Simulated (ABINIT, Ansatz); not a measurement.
# KNa3H4 (Pm-3m): G0W0 with ABINIT, start to end, part 2 of 3

Aim: the G0W0 gap of KNa3H4 (Pm-3m) on LDA, step by step.

ABINIT 10.8.3; LDA and many-body steps on it, plane waves. Known limits of the many-body steps: not at the basis limit; coarse k mesh.

So far. Step 2 (Ground state): The gap is indirect, with the least direct gap 0.57 eV higher.

**3. Bands along the symmetry lines**

Level of this step: DFT, LDA, plane waves, norm-conserving pseudopotentials (ABINIT).

The cheap functional maps the bands first; the places of the edges decide which points the dearer methods must see.

run.abi reads:

```
acell 3*1.0 Angstrom
rprim 
  5.118641000000 0.000000000000 0.000000000000
  0.000000000000 5.118641000000 0.000000000000
  0.000000000000 0.000000000000 5.118641000000
ntypat 3
znucl 19 11 1
natom 8
typat 1 2 2 2 3 3 3 3
xred 
  0.500000000000 0.500000000000 0.500000000000
  -0.000000000000 -0.000000000000 0.500000000000
  -0.000000000000 0.500000000000 -0.000000000000
  0.500000000000 -0.000000000000 -0.000000000000
  -0.000000000000 -0.000000000000 -0.000000000000
  0.500000000000 0.500000000000 -0.000000000000
  0.500000000000 -0.000000000000 0.500000000000
  -0.000000000000 0.500000000000 0.500000000000
pp_dirpath "pseudos"
pseudos "K.upf, Na.upf, H.upf"
ecut 38
iscf -2
irdden 1
kptopt 0
nkpt 26
kpt 
  0.00000000 0.00000000 0.00000000
  0.00000000 0.12500000 0.00000000
  0.00000000 0.25000000 0.00000000
  0.00000000 0.37500000 0.00000000
  0.00000000 0.50000000 0.00000000
  0.12500000 0.50000000 0.00000000
  0.25000000 0.50000000 0.00000000
  0.37500000 0.50000000 0.00000000
  0.50000000 0.50000000 0.00000000
  0.37500000 0.37500000 0.00000000
  0.25000000 0.25000000 0.00000000
  0.12500000 0.12500000 0.00000000
  0.00000000 0.00000000 0.00000000
  0.12500000 0.12500000 0.12500000
  0.25000000 0.25000000 0.25000000
  0.37500000 0.37500000 0.37500000
  0.50000000 0.50000000 0.50000000
  0.37500000 0.50000000 0.37500000
  0.25000000 0.50000000 0.25000000
  0.12500000 0.50000000 0.12500000
  0.00000000 0.50000000 0.00000000
  0.50000000 0.50000000 0.50000000
  0.50000000 0.50000000 0.37500000
  0.50000000 0.50000000 0.25000000
  0.50000000 0.50000000 0.12500000
  0.50000000 0.50000000 0.00000000
istwfk *1
nband 27
nbdbuf 2
tolwfr 1e-08
nstep 40
prtwf 0
prtvol 0
indata_prefix "in"
outdata_prefix "out"
tmpdata_prefix "tmp"
```

On the command line:

```console
OMP_NUM_THREADS=1 mpirun -n 4 abinit run.abi > log
```

Numbers of over 12 decimals in the logs are rounded to 6 here.

The program printed:

```text
.Version 10.8.3 of ABINIT. v10.8.2 released Aug 2026.

 Symmetries : space group Pm -3 m (#221); Bravais cP (primitive cubic)
[... echo of the input left out ...]
== DATASET  1 ==================================================================
-   mpi_nproc: 4, omp_nthreads: 1 (-1 if OMP is not activated)

--- !DatasetInfo
iteration_state: {dtset: 1, }
dimensions: {natom: 8, nkpt: 26, mband: 27, nsppol: 1, nspinor: 1, nspden: 1, mpw: 10135, }
cutoff_energies: {ecut:  38.0, pawecutdg:  -1.0, }
electrons: {nelect:   4.00000000E+01, charge:   0.00000000E+00, occopt:   1.00000000E+00, tsmear:   1.00000000E-02, }

 Real(R)+Recip(G) space primitive vectors, cartesian coordinates (Bohr,Bohr^-1):
 R(1)=  9.6728296  0.0000000  0.0000000  G(1)=  0.1033824  0.0000000  0.0000000
 R(2)=  0.0000000  9.6728296  0.0000000  G(2)=  0.0000000  0.1033824  0.0000000
 R(3)=  0.0000000  0.0000000  9.6728296  G(3)=  0.0000000  0.0000000  0.1033824
 Unit cell volume ucvol=  9.0502508E+02 bohr^3
 Angles (23,13,12)=  9.00000000E+01  9.00000000E+01  9.00000000E+01 degrees

 getcut: wavevector=  0.0000  0.0000  0.0000  ngfft=  54  54  54
         ecut(hartree)=     38.000   => boxcut(ratio)=   2.01179

--- Pseudopotential description ------------------------------------------------
- K Generated using ONCVPSP code by D. R. Hamann
- 19.00000   9.00000  180309                  znucl, zion, pspdat
12 -1012 2 -1 2170                            pspcod,pspxc,lmax,lloc,mmax
     nproj     2     2     2
  pspatm : epsatm=    8.21740868
         --- l  ekb(1:nproj) -->
             0   10.940065    0.829722
             1    4.437415    0.568178
             2   -3.386874   -1.066382
 pspatm: atomic psp has been read  and splines computed

- Na Generated using ONCVPSP code by D. R. Hamann
- 11.00000   9.00000  180309                  znucl, zion, pspdat
12 -1012 1 -1 1968                            pspcod,pspxc,lmax,lloc,mmax
     nproj     2     2     0
  pspatm : epsatm=    9.37365322
         --- l  ekb(1:nproj) -->
[...]
pspatm: atomic psp has been read  and splines computed

- H Generated using ONCVPSP code by D. R. Hamann
-  1.00000   1.00000  180309                  znucl, zion, pspdat
12 -1012 1 -1 1180                            pspcod,pspxc,lmax,lloc,mmax
     nproj     2     1     0
  pspatm : epsatm=    0.35439867
         --- l  ekb(1:nproj) -->
[...]
1   -0.275071
 pspatm: atomic psp has been read  and splines computed

--------------------------------------------------------------------------------

================================================================================
 prteigrs : about to open file out_EIG
 Non-SCF case, kpt    1 (  0.00000  0.00000  0.00000), residuals and eigenvalues=
  9.18E-09  5.10E-09  6.17E-09  8.62E-09  2.55E-09  3.41E-09  7.69E-09  3.15E-09
[...]
Non-SCF case, kpt   26 (  0.50000  0.50000  0.00000), residuals and eigenvalues=
[...]
-8.4539E-01 -4.5005E-01 -4.5005E-01 -4.4818E-01 -6.0590E-02 -5.1882E-02
 -4.0824E-02 -4.0824E-02  1.4833E-01  1.6576E-01  1.6576E-01  1.9263E-01
[...]
--- !ResultsGS
iteration_state: {dtset: 1, }
comment   : Summary of ground state results
lattice_vectors:
- [  9.6728296,   0.0000000,   0.0000000, ]
- [  0.0000000,   9.6728296,   0.0000000, ]
- [  0.0000000,   0.0000000,   9.6728296, ]
lattice_lengths: [   9.67283,    9.67283,    9.67283, ]
lattice_angles: [ 90.000,  90.000,  90.000, ] # degrees, (23, 13, 12)
lattice_volume:   9.0502508E+02
convergence: {deltae:  0.000E+00, res2:  0.000E+00, residm:  9.999E-09, diffor:  0.000E+00, }
etotal    :  -1.69110186E+02
entropy   :   0.00000000E+00
fermie    :  -8.57366857E-03
cartesian_stress_tensor: null
pressure_GPa: null
xred      :
- [  5.0000E-01,   5.0000E-01,   5.0000E-01,  K]
- [  0.0000E+00,   0.0000E+00,   5.0000E-01, Na]
- [  0.0000E+00,   5.0000E-01,   0.0000E+00, Na]
- [  5.0000E-01,   0.0000E+00,   0.0000E+00, Na]
- [ -0.0000E+00,  -0.0000E+00,  -0.0000E+00,  H]
- [  5.0000E-01,   5.0000E-01,   0.0000E+00,  H]
- [  5.0000E-01,   0.0000E+00,   5.0000E-01,  H]
- [  0.0000E+00,   5.0000E-01,   5.0000E-01,  H]
cartesian_forces: null
force_length_stats: {min: null, max: null, mean: null, }

 Integrated electronic density in atomic spheres:
 ------------------------------------------------
 Atom  Sphere_radius  Integrated_density
[...]
================================================================================

 ----iterations are completed or convergence reached----

 Mean square residual over all n,k,spin=   55.622E-10; max=  99.990E-10
 reduced coordinates (array xred) for    8 atoms
[...]
cartesian coordinates (angstrom) at end:
    1      2.559321     2.559321     2.559321
    2      0.000000     0.000000     2.559321
    3      0.000000     2.559321     0.000000
[...]
7      2.559321     0.000000     2.559321
    8      0.000000     2.559321     2.559321
 length scales=  1.889726125908  1.889726125908  1.889726125908 bohr
              =  1.000000000000  1.000000000000  1.000000000000 angstroms
 prteigrs : about to open file out_EIG
 Eigenvalues (hartree) for nkpt=  26  k points:
 kpt#   1, nband= 27, wtk=  1.00000, kpt=  0.0000  0.0000  0.0000 (reduced coord)
[...]
kpt#   2, nband= 27, wtk=  1.00000, kpt=  0.0000  0.1250  0.0000 (reduced coord)
[...]
kpt#   3, nband= 27, wtk=  1.00000, kpt=  0.0000  0.2500  0.0000 (reduced coord)
[...]
kpt#  25, nband= 27, wtk=  1.00000, kpt=  0.5000  0.5000  0.1250 (reduced coord)
[...]
0.22228    0.22228    0.23891
 kpt#  26, nband= 27, wtk=  1.00000, kpt=  0.5000  0.5000  0.0000 (reduced coord)
[...]
-0.84592   -0.84592   -0.84591   -0.84539   -0.84539   -0.45005   -0.45005   -0.44818
  -0.06059   -0.05188   -0.04082   -0.04082    0.14833    0.16576    0.16576    0.19263
   0.19263    0.20085    0.22203

== END DATASET(S) ==============================================================
================================================================================

 -outvars: echo values of variables after computation  --------
            nband          27
             nkpt          26
          spgroup         221
 [... the other variables as echoed above ...]

 Calculation completed.
```

Run time: 35 s. Hardware: 4 MPI ranks of Arm Neoverse V1, shared host; peak memory 0.41 GiB.

Numbers from this step:

- gap: 2.594 eV
- k of the valence top: 0, 0.5, 0
- k of the conduction bottom: 0.5, 0.5, 0.5
- least direct gap: 3.160 eV

The gap is 2.594 eV, as in the run before at this level.

Electronic bands along the path, in eV, zero at the top of the highest filled band:

```csv
point,band 17,band 18,band 19,band 20,band 21,band 22,band 23,band 24
Γ,-3.31,-0.63,-0.63,-0.24,4.25,4.25,4.25,7.14
halfway,-2.98,-1.03,-0.55,-0.20,4.38,4.38,4.81,6.43
X,-2.13,-2.05,-0.48,0.00,4.57,4.57,5.90,5.90
halfway,-1.88,-1.74,-0.55,-0.32,4.17,4.86,4.98,5.55
M,-1.42,-1.18,-0.88,-0.88,4.27,4.74,4.74,5.47
halfway,-2.65,-0.90,-0.76,-0.33,4.49,4.57,4.59,5.73
Γ,-3.31,-0.63,-0.63,-0.24,4.25,4.25,4.25,7.14
halfway,-2.34,-0.71,-0.65,-0.65,3.81,3.81,4.78,6.33
R,-1.10,-0.57,-0.57,-0.57,2.59,2.59,2.59,4.65
halfway,-1.66,-1.43,-0.53,-0.43,3.27,3.81,4.34,5.80
X,-2.13,-2.05,-0.48,0.00,4.57,4.57,5.90,5.90
jump to R,-1.10,-0.57,-0.57,-0.57,2.59,2.59,2.59,4.65
halfway,-1.27,-0.90,-0.74,-0.74,3.26,3.31,3.31,5.23
M,-1.42,-1.18,-0.88,-0.88,4.27,4.74,4.74,5.47
```

The electronic bands as a text plot (rows in eV, shown from -8.0 to 5.5 only):

```
    5.2 |     +  +++++++++++              ++++  +++   ++    ++  +
    4.6 | +++++++++++++++++++++++   ++++++    ++        ++++    +
    4.1 |+++       +++++++++  ++++++++++++         +++++      +++
    3.5 |                                 ++++     +++      ++
    2.9 |                                 ++++  +++        +
    2.4 |                                     ++
    1.8 |
    1.3 |
    0.7 |
    0.1 |     *****                                     ***
   -0.4 |**************  ***********************************
   -1.0 |   **       *********         ************        ******
   -1.5 |     *    ******                 ****     ***      *****
   -2.1 |      ******    ***           ***            *****
   -2.7 |     *             **
   -3.2 |*****                *********
   -3.8 |
   -4.4 |
   -4.9 |
   -5.5 |
   -6.0 |
   -6.6 |
   -7.2 |
   -7.7 |
         Γ      X      M          Γ            R        X|R     M
```

**4. Empty states on the mesh, 2×2×2 mesh, 93 bands**

The sums over transitions need many empty states on a uniform mesh; this step solves for them.

run.abi reads:

```
acell 3*1.0 Angstrom
rprim 
  5.118641000000 0.000000000000 0.000000000000
  0.000000000000 5.118641000000 0.000000000000
  0.000000000000 0.000000000000 5.118641000000
ntypat 3
znucl 19 11 1
natom 8
typat 1 2 2 2 3 3 3 3
xred 
  0.500000000000 0.500000000000 0.500000000000
  -0.000000000000 -0.000000000000 0.500000000000
  -0.000000000000 0.500000000000 -0.000000000000
  0.500000000000 -0.000000000000 -0.000000000000
  -0.000000000000 -0.000000000000 -0.000000000000
  0.500000000000 0.500000000000 -0.000000000000
  0.500000000000 -0.000000000000 0.500000000000
  -0.000000000000 0.500000000000 0.500000000000
pp_dirpath "pseudos"
pseudos "K.upf, Na.upf, H.upf"
ecut 38
ngkpt 2 2 2
nshiftk 1
shiftk 0 0 0
kptopt 1
chksymbreak 0
iscf -2
irdden 1
istwfk *1
nband 93
nbdbuf 8
tolwfr 1e-09
nstep 60
prtvol 0
indata_prefix "in"
outdata_prefix "out"
tmpdata_prefix "tmp"
```

The program printed:

```text
.Version 10.8.3 of ABINIT. v10.8.2 released Aug 2026.

 Symmetries : space group Pm -3 m (#221); Bravais cP (primitive cubic)
[... echo of the input left out ...]
== DATASET  1 ==================================================================
-   mpi_nproc: 4, omp_nthreads: 1 (-1 if OMP is not activated)

--- !DatasetInfo
iteration_state: {dtset: 1, }
dimensions: {natom: 8, nkpt: 4, mband: 93, nsppol: 1, nspinor: 1, nspden: 1, mpw: 10131, }
cutoff_energies: {ecut:  38.0, pawecutdg:  -1.0, }
electrons: {nelect:   4.00000000E+01, charge:   0.00000000E+00, occopt:   1.00000000E+00, tsmear:   1.00000000E-02, }

 Real(R)+Recip(G) space primitive vectors, cartesian coordinates (Bohr,Bohr^-1):
 R(1)=  9.6728296  0.0000000  0.0000000  G(1)=  0.1033824  0.0000000  0.0000000
 R(2)=  0.0000000  9.6728296  0.0000000  G(2)=  0.0000000  0.1033824  0.0000000
 R(3)=  0.0000000  0.0000000  9.6728296  G(3)=  0.0000000  0.0000000  0.1033824
 Unit cell volume ucvol=  9.0502508E+02 bohr^3
 Angles (23,13,12)=  9.00000000E+01  9.00000000E+01  9.00000000E+01 degrees

 getcut: wavevector=  0.0000  0.0000  0.0000  ngfft=  54  54  54
         ecut(hartree)=     38.000   => boxcut(ratio)=   2.01179

--- Pseudopotential description ------------------------------------------------
- K Generated using ONCVPSP code by D. R. Hamann
- 19.00000   9.00000  180309                  znucl, zion, pspdat
12 -1012 2 -1 2170                            pspcod,pspxc,lmax,lloc,mmax
     nproj     2     2     2
  pspatm : epsatm=    8.21740868
         --- l  ekb(1:nproj) -->
             0   10.940065    0.829722
             1    4.437415    0.568178
             2   -3.386874   -1.066382
 pspatm: atomic psp has been read  and splines computed

- Na Generated using ONCVPSP code by D. R. Hamann
- 11.00000   9.00000  180309                  znucl, zion, pspdat
12 -1012 1 -1 1968                            pspcod,pspxc,lmax,lloc,mmax
     nproj     2     2     0
  pspatm : epsatm=    9.37365322
         --- l  ekb(1:nproj) -->
[...]
pspatm: atomic psp has been read  and splines computed

- H Generated using ONCVPSP code by D. R. Hamann
-  1.00000   1.00000  180309                  znucl, zion, pspdat
12 -1012 1 -1 1180                            pspcod,pspxc,lmax,lloc,mmax
     nproj     2     1     0
  pspatm : epsatm=    0.35439867
         --- l  ekb(1:nproj) -->
[...]
1   -0.275071
 pspatm: atomic psp has been read  and splines computed

--------------------------------------------------------------------------------

================================================================================
 prteigrs : about to open file out_EIG
 Non-SCF case, kpt    1 (  0.00000  0.00000  0.00000), residuals and eigenvalues=
  7.99E-10  5.43E-10  7.55E-10  1.02E-10  1.97E-10  4.14E-10  8.61E-10  5.95E-10
[...]
2.41E-09  1.04E-08  6.51E-08  9.95E-10  4.66E-09
 -1.8565E+00 -1.8564E+00 -1.8564E+00 -1.0451E+00 -8.4659E-01 -8.4659E-01
 -8.4659E-01 -8.4582E-01 -8.4582E-01 -8.4582E-01 -8.4535E-01 -8.4535E-01
 -8.4535E-01 -4.4828E-01 -4.4828E-01 -4.4828E-01 -1.3033E-01 -3.1569E-02
[...]
1.0744E+00  1.1007E+00  1.1007E+00  1.1136E+00  1.1269E+00  1.1269E+00
  1.1269E+00  1.1284E+00  1.1284E+00  1.1284E+00  1.1538E+00  1.1538E+00
[...]
prteigrs : prtvol=0 or 1, do not print more k-points.

--- !ResultsGS
iteration_state: {dtset: 1, }
comment   : Summary of ground state results
lattice_vectors:
- [  9.6728296,   0.0000000,   0.0000000, ]
- [  0.0000000,   9.6728296,   0.0000000, ]
- [  0.0000000,   0.0000000,   9.6728296, ]
lattice_lengths: [   9.67283,    9.67283,    9.67283, ]
lattice_angles: [ 90.000,  90.000,  90.000, ] # degrees, (23, 13, 12)
lattice_volume:   9.0502508E+02
convergence: {deltae:  0.000E+00, res2:  0.000E+00, residm:  9.931E-10, diffor:  0.000E+00, }
etotal    :  -1.69110186E+02
entropy   :   0.00000000E+00
fermie    :  -8.57366857E-03
cartesian_stress_tensor: null
pressure_GPa: null
xred      :
- [  5.0000E-01,   5.0000E-01,   5.0000E-01,  K]
- [  0.0000E+00,   0.0000E+00,   5.0000E-01, Na]
- [  0.0000E+00,   5.0000E-01,   0.0000E+00, Na]
- [  5.0000E-01,   0.0000E+00,   0.0000E+00, Na]
- [ -0.0000E+00,  -0.0000E+00,  -0.0000E+00,  H]
- [  5.0000E-01,   5.0000E-01,   0.0000E+00,  H]
- [  5.0000E-01,   0.0000E+00,   5.0000E-01,  H]
- [  0.0000E+00,   5.0000E-01,   5.0000E-01,  H]
cartesian_forces: null
force_length_stats: {min: null, max: null, mean: null, }

 Integrated electronic density in atomic spheres:
 ------------------------------------------------
 Atom  Sphere_radius  Integrated_density
[...]
================================================================================

 ----iterations are completed or convergence reached----

 Mean square residual over all n,k,spin=   44.321E-11; max=  99.309E-11
 reduced coordinates (array xred) for    8 atoms
[...]
0.500000000000      0.000000000000      0.500000000000
       0.000000000000      0.500000000000      0.500000000000

 cartesian coordinates (angstrom) at end:
    1      2.559321     2.559321     2.559321
    2      0.000000     0.000000     2.559321
    3      0.000000     2.559321     0.000000
[...]
7      2.559321     0.000000     2.559321
    8      0.000000     2.559321     2.559321
 length scales=  1.889726125908  1.889726125908  1.889726125908 bohr
              =  1.000000000000  1.000000000000  1.000000000000 angstroms
 prteigrs : about to open file out_EIG
 Eigenvalues (hartree) for nkpt=   4  k points:
 kpt#   1, nband= 93, wtk=  0.12500, kpt=  0.0000  0.0000  0.0000 (reduced coord)
[...]
0.99927    0.99927    0.99927    1.06972    1.07440    1.07440    1.07440    1.10072
   1.10072    1.11358    1.12688    1.12688    1.12688    1.12836    1.12836    1.12836
   1.15376    1.15376    1.15376    1.16085    1.16085
 prteigrs : prtvol=0 or 1, do not print more k-points.

== END DATASET(S) ==============================================================
================================================================================

 -outvars: echo values of variables after computation  --------
            nband          93
             nkpt           4
          spgroup         221
 [... the other variables as echoed above ...]

 Calculation completed.
```

Elapsed: 26 s, on 4 MPI ranks; peak memory 0.39 GiB.

This step gave:

```yaml
gap: 2.594 eV
k_of_the_valence_top: 0.5, 0, 0
k_of_the_conduction_bottom: 0.5, 0.5, 0.5
least_direct_gap: 3.160 eV
k_points_computed: 4
lowest_point_of_the_top_converged_band_above_the_valence_top: 30.90 eV
```

On this mesh the gap is 2.594 eV.

**5. Screening, 2×2×2 mesh, 85 bands, screening to 98 eV**

The RPA dielectric matrix is built and inverted for each q.

This step: RPA screening on LDA, plane waves, norm-conserving pseudopotentials.

run.abi: that of step 4 with these lines changed.

```diff
@@ -26,10 +26,11 @@
 chksymbreak 0
-iscf -2
-irdden 1
 istwfk *1
-nband 93
-nbdbuf 8
-tolwfr 1e-09
-nstep 60
-prtvol 0
+occopt 1
+irdwfk 1
+optdriver 3
+nband 85
+ecuteps 3.6
+inclvkb 2
+awtr 1
+symchi 1
 indata_prefix "in"
```

The program printed:

```text
.Version 10.8.3 of ABINIT. v10.8.2 released Aug 2026.

 Symmetries : space group Pm -3 m (#221); Bravais cP (primitive cubic)
[... echo of the input left out ...]
== DATASET  1 ==================================================================
-   mpi_nproc: 4, omp_nthreads: 1 (-1 if OMP is not activated)

--- !DatasetInfo
iteration_state: {dtset: 1, }
dimensions: {natom: 8, nkpt: 4, mband: 85, nsppol: 1, nspinor: 1, nspden: 1, mpw: 10131, }
cutoff_energies: {ecut:  38.0, pawecutdg:  -1.0, }
electrons: {nelect:   4.00000000E+01, charge:   0.00000000E+00, occopt:   1.00000000E+00, tsmear:   1.00000000E-02, }

 SCREENING: Calculation of the susceptibility and dielectric matrices

 Based on a program developped by R.W. Godby, V. Olevano, G. Onida, and L. Reining.
 Incorporated in ABINIT by V. Olevano, G.-M. Rignanese, and M. Torrent.
.Using double precision arithmetic ; gwpc =  8

[... cell and pseudopotentials left out ...]
--------------------------------------------------------------------------------

 ==== K-mesh for the wavefunctions ====
 Number of points in the irreducible wedge :     4
[... list of points left out ...]
 Together with 48 symmetry operations and time-reversal symmetry
 yields     8 points in the full Brillouin Zone.

 ==== Q-mesh for the screening function ====
 Number of points in the irreducible wedge :     4
[... list of points left out ...]
 Together with 48 symmetry operations and time-reversal symmetry
 yields     8 points in the full Brillouin Zone.

 setmesh: FFT mesh size selected  =    36x   36x   36
          total number of points  =        46656

 vcoul_init : cutoff-mode = AUXILIARY_FUNCTION
 q-points for optical limit:   1
     1)      0.000010    0.000020    0.000030

- screening: taking advantage of time-reversal symmetry
- Maximum band index for partially occupied states nbvw = 20
- Remaining bands to be divided among processors   nbcw = 65
- Number of bands treated by each node ~16

 Number of electrons calculated from density =   40.0000; Expected =   40.0000
 average of density, n =  0.044198
 r_s =    1.7546
 omega_plasma =   20.2794 [eV]

 calculating chi0 at frequencies [eV] :
  1    0.000000E+00    0.000000E+00
  2    0.000000E+00    2.027941E+01

--------------------------------------------------------------------------------
  q-point number  1        q = ( 0.000000, 0.000000, 0.000000) [r.l.u.]
--------------------------------------------------------------------------------
[... chi0 elements left out ...]
 For q-point:  0.000010 0.000020 0.000030
  dielectric constant =   3.2706
  dielectric constant without local fields =   3.6816

  Average fulfillment of the sum rule on Im[epsilon] for q-point    1 :     35.57  [%]
[... wings left out ...]
  q-point number  2        q = ( 0.500000, 0.000000, 0.000000) [r.l.u.]
--------------------------------------------------------------------------------
[... chi0 elements left out ...]
  Average fulfillment of the sum rule on Im[epsilon] for q-point    2 :     40.03  [%]

 [... 2 further q-points ...]
```

Elapsed: 15 s, on 4 MPI ranks; peak memory 1.2 GiB; 61 s of CPU time.

Numbers from this step:

* ε∞ with local fields, on this mesh, along the program's q direction: 3.271
* the same without local fields: 3.682
* plasma frequency: 20.28 eV
* plane waves in the screening matrix: 305

Local fields lower ε∞ by 11 %. On a Γ-centred mesh this coarse the value itself is usually too large, while a short band sum pulls it down.

(Part 2 of 3 ends here.)

[Paths, hosts, dates, memory and timing lines, banners, echoed tables and standing remarks are left out of the program output.]

[Logs are printed without paths, hosts, clocks, repeated set-up lines and the standing remarks that a program may print on its own settings, such as how far it seeks lower states.]

[Runs of the session that timed out or met a known fault of the program may be left out.]

[Hosts, paths, dates, database ids (printed as entryN), source tags and the programs' standing remarks are cut or masked in the printed files.]

[G0W0 gaps are taken among the corrected bands and points alone; a level outside them can change the order at an edge.]

[Where Ansatz stands beside ABINIT at settings called matched, ABINIT's density can come from a denser mesh and the files from another edition; pairs whose starting gaps differed by over 0.03 eV were left out, so agreement reads better than it is.]
